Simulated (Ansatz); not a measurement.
# Lattice dynamics of HfTeS monolayer, Janus

Task: relax HfTeS monolayer, Janus, then find its harmonic phonons.

Method: DFT PBEsol, scalar-relativistic, plane waves, PAW, in Ansatz 0.2.0.

**1. The structure**

The cell holds 3 atoms: 1 Hf, 1 S and 1 Te. Its edges and angles: a = 3.720 Å, b = 3.720 Å, c = 20.000 Å, α = 90.0°, β = 90.0°, γ = 120.0°. Vacuum lies along c.

**2. Coarse relaxation**

A rough relaxation comes first, because large forces or stress need no tight tolerances yet.

The program solves this slab on a cell height of its own, 30.0 Å, in place of the one typed.

The input, input.yaml:

```yaml
crystal:
  lattice:
    - [3.72, 0.0, 0.0]
    - [-1.86, 3.22161, 0.0]
    - [0.0, 0.0, 20.0]
  atoms:
    - { symbol: Hf, position: [0.0, 0.0, 0.5] }
    - { symbol: S, position: [0.333333, 0.666667, 0.575] }
    - { symbol: Te, position: [0.666667, 0.333333, 0.42] }
  periodic: [true, true, false]
kpoints:
  mp_grid: { grid: [6, 6, 1] }
hamiltonian:
  xc: pbesol
scf:
  occupations: { method: gaussian, width: 0.1 }
output:
  forces: true
  stress: true
  eigenvalues: true
relax:
  adjacent_minimum: "off"
  f_tol: 0.05
  max_steps: 80
  cell: { stress_2d_tol: 0.02 }
```

Started as:

```console
$ ansatz run input.yaml --threads 8 --pin off --max-ram 14336MiB --backend cpu --events-out ev --progress --plain --runs-dir out
```

Numbers of over 12 decimals in the logs are rounded to 6 here.

Log:

```text
[...]
F+E_penalty+E_count = -23387.92748172 eV   max|allowed force component| = 8.645e-3 eV/Å   (the final SCF, on the basis selected at the relaxed cell)
  cell:  # Å, volume = 360.2683 Å³
    - [3.723807, 2.8193342384831264e-19, 0]
    - [-1.861903, 3.224911, 0]
    - [0, 0, 30.0]
  atoms:
    - { symbol: Hf, position: [0, 0, 0.338983] }
    - { symbol: S, position: [0.333333, 0.666667, 0.382494] }
    - { symbol: Te, position: [0.666667, 0.333333, 0.275189] }
[key lines of the parts left out:]
SCF converged after 8 iterations
Free energy (F): -23387.927482 eV
Fermi energy:    -4.726343 eV
P = ½ c Tr σ = 0.0173 N/m
```

Wall time 9.8 s (8 threads of Arm Neoverse V1, shared host); peak memory 0.81 GiB.

Relaxation path:

```
step  energy less that of the first step (eV)  largest force component (eV/Å)  volume (Å³)
   1                                   0.0000                          4.2822       359.53
   2                                  -0.5869                          0.6058       362.22
   3                                  -0.6000                          0.0275       362.88
   4                                  -0.6009                          0.0222       360.66
   5                                  -0.6010                          0.0086       360.27
  6*                                  -0.6010                          0.0086       360.27
```

Relaxation steps marked * repeat the geometry before them on a plane-wave basis chosen anew for their cell, so energy and pressure can jump there.

Forces are held to the 6 operations that the run works with; a distortion that breaks them can't arise in this run.

```csv
cell as run,before,after,change
a (Å),3.720,3.724,+0.1 %
b (Å),3.720,3.724,+0.1 %
```

The atoms that moved most (Å, along periodic axes as changes of fractional coordinates times the final cell, across vacuum about the mean position):

```
atom     dx     dy      dz  length
 Hf1  0.000  0.000   0.169   0.169
 Te3  0.000  0.000  -0.144   0.144
  S2  0.000  0.000  -0.025   0.025
```

The relaxed structure:

```xyz
3
Lattice="3.7238 0.0000 0.0000 -1.8619 3.2249 0.0000 0.0000 0.0000 30.0000" Properties=species:S:1:pos:R:3
Hf    0.0000    0.0000   10.1695
S     0.0000    2.1499   11.4748
Te    1.8619    1.0750    8.2557
```

Numbers from this step:

| Property | Result |
| --- | --- |
| gap on the k-mesh | 0 eV |
| area per atom | 4.003 Å² |

The relaxation ends with a largest force component of 0.0086 eV/Å.

**3. Relaxation**

Harmonic phonons are second derivatives at a point where the forces vanish, and they are wanted at zero stress, so atoms and cell are relaxed first.

The input, input.yaml:

```yaml
crystal:
  lattice:
    - [3.7238065465, 0.0, 0.0]
    - [-1.8619032733, 3.2249110681, 0.0]
    - [0.0, 0.0, 30.0]
  atoms:
    - { symbol: Hf, position: [0.0, 0.0, 0.3389831519] }
    - { symbol: S, position: [0.3333333333, 0.6666666667, 0.3824941842] }
    - { symbol: Te, position: [0.6666666667, 0.3333333333, 0.2751893306] }
  periodic: [true, true, false]
kpoints:
  mp_grid: { grid: [15, 15, 1] }
hamiltonian:
  xc: pbesol
scf:
  occupations: { method: gaussian, width: 0.1 }
output:
  forces: true
  stress: true
  eigenvalues: true
  write_density: true
  write_potential: true
  elf: true
  volumetric_format: npy
relax:
  adjacent_minimum: "off"
  f_tol: 0.005
  max_steps: 80
  cell: { stress_2d_tol: 0.02 }
```

Log:

```text
[...]
Crystal: 3 atoms, lattice volume = 360.268 Å³
Basis set: ecut = 420 eV, 7085 PW (Γ), exchange–correlation on 50×50×432 points (8 copies of the dense FFT grid, shifted against one another)
Bands: 29, of which v1, the nominal top of the filled ones, is band 24 counted from 1 (23 counted from 0)
Symmetry: 6 space group operations
[...]
k-points: 27 of 225 (time reversal used)
[...]
SCF iter   1: F=—  HF=-23387.965726 eV  |F-HF|=—  |Δ(HF+E_count)|=         —  Δρ=2.97e-3  dr2=2.13e-1  ethr=1.77e-3  ⟨swp⟩=12.0  Hψ=5134  notcnv=0
[...]
SCF iter   9: F=-23387.944243 eV  HF=-23387.944243 eV  |F-HF|=1.17e-8  |Δ(HF+E_count)|=   2.49e-8  Δρ=5.79e-7  dr2=8.92e-10  ethr=2.51e-11  ⟨swp⟩=10.4  Hψ=6464  notcnv=0
SCF 1 converged in 9 iterations: F = -23387.944243 eV  dr2 = 8.92e-10
[...]
relax step   1: F+E_penalty+E_count = -23387.94424277 eV  Δ(F+E_penalty+E_count) = +0.000e0 eV  max|allowed force component| = 4.208e-2 eV/Å  Δτ_max = 0.0000 Å  P = +0.111 N/m  Ω = 360.268 Å³  fix = [c, alpha, beta]  reactions: c +0.000 N/m  (9 SCF iters, dr2 threshold 1.00e-7 eV, accepted)
Crystal: 3 atoms, lattice volume = 361.548 Å³
[...]
SCF iter   6: F=-23387.944333 eV  HF=-23387.944333 eV  |F-HF|=3.61e-8  |Δ(HF+E_count)|=   1.02e-8  Δρ=1.41e-6  dr2=6.85e-9  ethr=2.31e-10  ⟨swp⟩=17.7  Hψ=8084  notcnv=0
SCF 2 converged in 6 iterations: F = -23387.944333 eV  dr2 = 6.85e-9
relax step   2: F+E_penalty+E_count = -23387.94433349 eV  Δ(F+E_penalty+E_count) = -9.072e-5 eV  max|allowed force component| = 6.244e-2 eV/Å  Δτ_max = 0.0109 Å  P = +0.145 N/m  Ω = 361.548 Å³  energy of the carried Pulay correction = -4.871e-5 eV  fix = [c, alpha, beta]  reactions: c +0.000 N/m  (6 SCF iters, dr2 threshold 1.11e-7 eV, accepted)
Crystal: 3 atoms, lattice volume = 361.808 Å³
Basis set: ecut = 420 eV, 7109 PW (Γ), exchange–correlation on 50×50×432 points (8 copies of the dense FFT grid, shifted against one another)
[...]
SCF iter   4: F=-23387.944539 eV  HF=-23387.944539 eV  |F-HF|=3.13e-8  |Δ(HF+E_count)|=   1.49e-6  Δρ=5.62e-6  dr2=2.07e-7  ethr=5.08e-10  ⟨swp⟩=18.2  Hψ=9527  notcnv=0
SCF 3 converged in 4 iterations: F = -23387.944539 eV  dr2 = 2.07e-7
relax step   3: F+E_penalty+E_count = -23387.94453944 eV  Δ(F+E_penalty+E_count) = -2.060e-4 eV  max|allowed force component| = 2.215e-2 eV/Å  Δτ_max = 0.0041 Å  P = +0.010 N/m  Ω = 361.808 Å³  energy of the carried Pulay correction = -5.861e-5 eV  fix = [c, alpha, beta]  reactions: c +0.000 N/m  (4 SCF iters, dr2 threshold 2.44e-7 eV, accepted)
[...]
relax step   4: F+E_penalty+E_count = -23387.94455715 eV  Δ(F+E_penalty+E_count) = -1.770e-5 eV  max|allowed force component| = 9.635e-4 eV/Å  Δτ_max = 0.0015 Å  P = +0.006 N/m  Ω = 362.005 Å³  energy of the carried Pulay correction = -6.608e-5 eV  fix = [c, alpha, beta]  reactions: c +0.000 N/m  (5 SCF iters, dr2 threshold 3.07e-8 eV, accepted)
[...]
SCF iter   7: F=-23387.944628 eV  HF=-23387.944628 eV  |F-HF|=1.69e-8  |Δ(HF+E_count)|=   1.39e-8  Δρ=2.08e-8  dr2=1.50e-12  ethr=1.00e-12  ⟨swp⟩=14.1  Hψ=5546  notcnv=0
SCF 5 converged in 7 iterations: F = -23387.944628 eV  dr2 = 1.50e-12
relax step   5: F+E_penalty+E_count = -23387.94462768 eV  Δ(F+E_penalty+E_count) = -7.053e-5 eV  max|allowed force component| = 9.945e-4 eV/Å  Δτ_max = 0.0000 Å  P = +0.006 N/m  Ω = 362.005 Å³  fix = [c, alpha, beta]  reactions: c +0.000 N/m  stress off target by 5.93e-3 N/m on what of the cell is left free  SCF on the basis re-selected at this cell (its energy is not comparable with the rows above)  (7 SCF iters)
[...]
WARN: The input density's exchange-correlation potential varies sharply where the density is thin. Do not read a vacuum level from v_tot or v_xc, or from such a field of the output density. On a cell that repeats whose density bears no net charge and no dipole along the vacuum's axis use v_es (v_loc + v_h of the components); under efield.dipole_correction with no amplitude use v_es + v_field, which holds any external [...]
SCF converged after 7 iterations
Free energy (F): -23387.944628 eV
[...]
Internal energy: -23387.939918 eV  (E = F + TS)
E sigma→0 (E₀):  -23387.942273 eV
Entropy (-TS):   -0.004710 eV (-1.570 meV/atom)
Fermi energy:    -4.720971 eV
[...]
--- Forces (eV/Å), atoms counted from 1 ---
  atom   1  Hf     0.00000000     0.00000000     0.00053005
  atom   2  S      0.00000000     0.00000000    -0.00099448
  atom   3  Te    -0.00000000    -0.00000000     0.00046446
  max |Σ_I F_I| component: 2.25e-8 eV/Å
--- 2D stress c σ (N/m, compression-positive) ---
        0.005929       0.000000      -0.000000
       -0.000000       0.005929       0.000000
       -0.000000       0.000000       0.000000
  P = ½ c Tr σ = 0.0059 N/m
--- Band table (eV; the first three rows and the last of 27) ---
  k-point 0: bands = [... 20 lower, -8.4354, -6.9107, -4.4096, -4.4096, -3.9188, -3.9188, -3.2642, -1.3215, ... 1 higher]
  k-point 1: bands = [... 20 lower, -8.4193, -6.8008, -4.9952, -4.7071, -3.8197, -3.6043, -3.0798, -1.1857, ... 1 higher]
  k-point 2: bands = [... 20 lower, -8.3783, -6.6360, -5.9015, -5.1058, -3.9274, -3.1674, -2.8308, -1.2215, ... 1 higher]
  k-point 26: bands = [... 20 lower, -8.9537, -7.7840, -7.6976, -7.2508, -3.1644, -2.9198, -2.6599, -0.6250, ... 1 higher]
--- Relaxed structure (4 steps of the walk, 4 accepted, 1 SCFs on fresh bases) ---
[...]
cell:  # Å, volume = 362.0048 Å³
    - [3.732770, 2.8937043810338716e-11, 0]
    - [-1.866385, 3.232674, 0]
    - [0, 0, 30.0]
  atoms:
    - { symbol: Hf, position: [0, 0, 0.338932] }
    - { symbol: S, position: [0.333333, 0.666667, 0.382303] }
    - { symbol: Te, position: [0.666667, 0.333333, 0.275432] }
```

Elapsed: 27 s, on 8 threads; peak memory 1 GiB.

Relaxation path:

```csv
step,energy less that of the first step (eV),largest force component (eV/Å),volume (Å³)
1,0.0000,0.0421,360.27
2,-0.0001,0.0624,361.55
3,-0.0003,0.0222,361.81
4,-0.0003,0.0010,362.00
5*,-0.0004,0.0010,362.00
```

Relaxation steps marked * repeat the geometry before them on a plane-wave basis chosen anew for their cell, so energy and pressure can jump there.

Forces are held to the 6 operations that the run works with; a distortion that breaks them can't arise in this run.

```csv
cell as run,before,after,change
a (Å),3.724,3.733,+0.2 %
b (Å),3.724,3.733,+0.2 %
```

The relaxed structure:

```cif
data_structure
_symmetry_space_group_name_H-M 'P 1'
_symmetry_Int_Tables_number 1
_cell_length_a 3.7328
_cell_length_b 3.7328
_cell_length_c 30.0000
_cell_angle_alpha 90.000
_cell_angle_beta 90.000
_cell_angle_gamma 120.000
_cell_volume 362.00
loop_
_atom_site_label
_atom_site_type_symbol
_atom_site_fract_x
_atom_site_fract_y
_atom_site_fract_z
_atom_site_occupancy
Hf1 Hf 0.00000 0.00000 0.33893 1
S2 S 0.33333 0.66667 0.38230 1
Te3 Te 0.66667 0.33333 0.27543 1
```

Numbers from this step:

- area per atom: 4.022 Å²

Electrostatic potential energy in the ac plane at fractional y = 0.000, with atoms of Hf within 0.2 Å of it. With pseudopotentials it is smooth inside the atoms' cores, unlike the true potential.

Ten even steps from '0' (-19 eV) to '9' (0 eV), each cell a mean:
```
99999999999999
99999999999999
99999999999999
99999999999999
99999999999999
99999999999999
99999999999999
99999999999999
99999999999999
99999999999999
99999999999999
99999999999999
99999999999999
99999999999999
66788777788776
00013677752000
12235677765322
99887543467889
99999999999999
99999999999999
99999999999999
99999999999999
99999999999999
99999999999999
```
Columns run along a (3.7 Å; values clipped at the 3rd and 97th percentile), rows up along c (30.0 Å). Atoms in or near the plane, at fractional coordinates: Hf at (0.00, 0.34).

ELF in the ac plane at fractional y = 0.000, with atoms of Hf within 0.2 Å of it. It is the smooth field of the valence electrons, not physical close to the nuclei.

Ten even steps from '_' (0.00) to '@' (0.75), each cell a mean:
```
____________________________
____________________________
____________________________
____________________________
____________________________
____________________________
____________________________
____________________________
____________________________
____________________________
____________________________
____________________________
____________________________
________..----==--::..______
____..==##@@@@@@@@%%**--..__
@@@@%%==::==++**++--::++%%@@
++++======********++====++++
..::--**##%%%%##%%%%##++--..
______..--++**##**++--..____
____________________________
____________________________
____________________________
____________________________
____________________________
```
Columns run along a (3.7 Å), rows up along c (30.0 Å). Atoms in or near the plane, at fractional coordinates: Hf at (0.00, 0.34).

Valence density in the ac plane at fractional y = 0.000, with atoms of Hf within 0.2 Å of it. It is the smooth field of the valence electrons, not physical close to the nuclei.

Ten steps, logarithmic in the rise over the least value, from '0' (0 e/Å³) to '9' (18 e/Å³), each cell a mean:
```
00000000000000
00000000000000
00000000000000
00000000000000
00000000000000
00000000000000
00000000000000
00000000000000
00000000000000
00000000000000
00000000000000
00000000000000
00000000000000
00000000000000
11111112111101
99742111112579
76421111112356
00011222211100
00000000000000
00000000000000
00000000000000
00000000000000
00000000000000
00000000000000
```
Columns run along a (3.7 Å), rows up along c (30.0 Å). Atoms in or near the plane, at fractional coordinates: Hf at (0.00, 0.34).

**4. Relaxing to small forces for the phonons**

Phonons need a cell at rest on their own settings, so the relaxation is repeated with tight tolerances on forces and stress, using the mesh and the filling of the phonon run that follows.

input.yaml, the sections that differ from step 3:

```yaml
crystal:
  lattice:
    - [3.7327699109, 0.0, 0.0]
    - [-1.8663849555, 3.2326735693, 0.0]
    - [0.0, 0.0, 30.0]
  atoms:
    - { symbol: Hf, position: [0.0, 0.0, 0.3389318188] }
    - { symbol: S, position: [0.3333333333, 0.6666666667, 0.3823028504] }
    - { symbol: Te, position: [0.6666666667, 0.3333333333, 0.2754319975] }
  periodic: [true, true, false]
kpoints:
  mp_grid: { grid: [18, 18, 1] }
scf:
  occupations: { method: methfessel_paxton, width: 0.15 }
relax:
  adjacent_minimum: "off"
  f_tol: 0.001
  max_steps: 60
  cell: { stress_2d_tol: 0.002 }
# hamiltonian, output: as in step 3
```

Log:

```text
[...]
Crystal: 3 atoms, lattice volume = 362.005 Å³
Basis set: ecut = 420 eV, 7109 PW (Γ), exchange–correlation on 50×50×432 points (8 copies of the dense FFT grid, shifted against one another)
Bands: 29, of which v1, the nominal top of the filled ones, is band 24 counted from 1 (23 counted from 0)
Symmetry: 6 space group operations
[...]
k-points: 37 of 324 (time reversal used)
[...]
--- Relaxed structure (5 steps of the walk, 5 accepted, 1 SCFs on fresh bases) ---
[...]
cell:  # Å, volume = 362.5854 Å³
    - [3.735762, 2.889061764588692e-11, 0]
    - [-1.867881, 3.235265, 0]
    - [0, 0, 30.0]
  atoms:
    - { symbol: Hf, position: [0, 0, 0.338923] }
    - { symbol: S, position: [0.333333, 0.666667, 0.382230] }
    - { symbol: Te, position: [0.666667, 0.333333, 0.275514] }
[key lines of the parts left out:]
SCF converged after 8 iterations
Free energy (F): -23387.942228 eV
Fermi energy:    -4.702641 eV
P = ½ c Tr σ = 0.0003 N/m
```

The job ended after 39 s (8 threads; peak memory 1.1 GiB).

Little changed from the start: no atom moved by 0.005 Å and no cell edge by 0.1 %.

Numbers from this step:

```
area per atom : 4.029 Å²
```

Electrostatic potential energy in the ac plane at fractional y = 0.333, with atoms of Te within 0.2 Å of it. With pseudopotentials it is smooth inside the atoms' cores, unlike the true potential.

Ten even steps from '_' (-12 eV) to '@' (0 eV), each cell a mean:
```
@@@@@@@@@@@@@@@@@@@@@@@@@@@@
@@@@@@@@@@@@@@@@@@@@@@@@@@@@
@@@@@@@@@@@@@@@@@@@@@@@@@@@@
@@@@@@@@@@@@@@@@@@@@@@@@@@@@
@@@@@@@@@@@@@@@@@@@@@@@@@@@@
@@@@@@@@@@@@@@@@@@@@@@@@@@@@
@@@@@@@@@@@@@@@@@@@@@@@@@@@@
@@@@@@@@@@@@@@@@@@@@@@@@@@@@
@@@@@@@@@@@@@@@@@@@@@@@@@@@@
@@@@@@@@@@@@@@@@@@@@@@@@@@@@
@@@@@@@@@@@@@@@@@@@@@@@@@@@@
@@@@@@@@@@@@@@@@@@@@@@@@@@@@
@@@@@@@@@@@@@@@@@@@@@@@@@@@@
@@@@@@@@@@@@@@@@@@@@@@@@@@@@
**++++++**##%%%%@@@@@@@@%%%%
::______..--++####%%####**==
============--::------::::--
++##%%%%**::__--######==____
@@@@@@@@@@%%####**++****##%%
@@@@@@@@@@@@@@@@@@@@@@@@@@@@
@@@@@@@@@@@@@@@@@@@@@@@@@@@@
@@@@@@@@@@@@@@@@@@@@@@@@@@@@
@@@@@@@@@@@@@@@@@@@@@@@@@@@@
@@@@@@@@@@@@@@@@@@@@@@@@@@@@
```
Columns run along a (3.7 Å; values clipped at the 3rd and 97th percentile), rows up along c (30.0 Å). Atoms in or near the plane, at fractional coordinates: Te at (0.67, 0.28).

Valence density in the ac plane at fractional y = 0.333, with atoms of Te within 0.2 Å of it. It is the smooth field of the valence electrons, not physical close to the nuclei.

Ten steps, logarithmic in the rise over the least value, from '0' (0.00 × 1e0 e/Å³) to '9' (9.80 × 1e0 e/Å³), each cell a mean:
```
00000000000000
00000000000000
00000000000000
00000000000000
00000000000000
00000000000000
00000000000000
00000000000000
00000000000000
00000000000000
00000000000000
00000000000000
00000000000000
00000000000000
23332211000011
23333211111112
22222234566433
21112347999853
00000112222211
00000000000000
00000000000000
00000000000000
00000000000000
00000000000000
```
Columns run along a (3.7 Å), rows up along c (30.0 Å). Atoms in or near the plane, at fractional coordinates: Te at (0.67, 0.28).

ELF in the ac plane at fractional y = 0.333, with atoms of Te within 0.2 Å of it. It is the smooth field of the valence electrons, not physical close to the nuclei.

Ten even steps from '0' (0.00) to '9' (0.77), each cell a mean:
```
00000000000000
00000000000000
00000000000000
00000000000000
00000000000000
00000000000000
00000000000000
00000000000000
00000000000000
00000000000000
00000000000000
00000000000000
00000000000000
23433100000001
89998641000125
33333222222222
43224566555666
74236764211367
31002689999987
00000012333210
00000000000000
00000000000000
00000000000000
00000000000000
```
Columns run along a (3.7 Å), rows up along c (30.0 Å). Atoms in or near the plane, at fractional coordinates: Te at (0.67, 0.28).

The largest force component left is 0.029 meV/Å, within the tolerances set.

[end of part 1 of 2]

[Logs are printed without paths, hosts, clocks, repeated set-up lines and the standing remarks that a program may print on its own settings, such as how far it seeks lower states.]

[Hosts, paths, dates, database ids (printed as entryN), source tags and the programs' standing remarks are cut or masked in the printed files.]
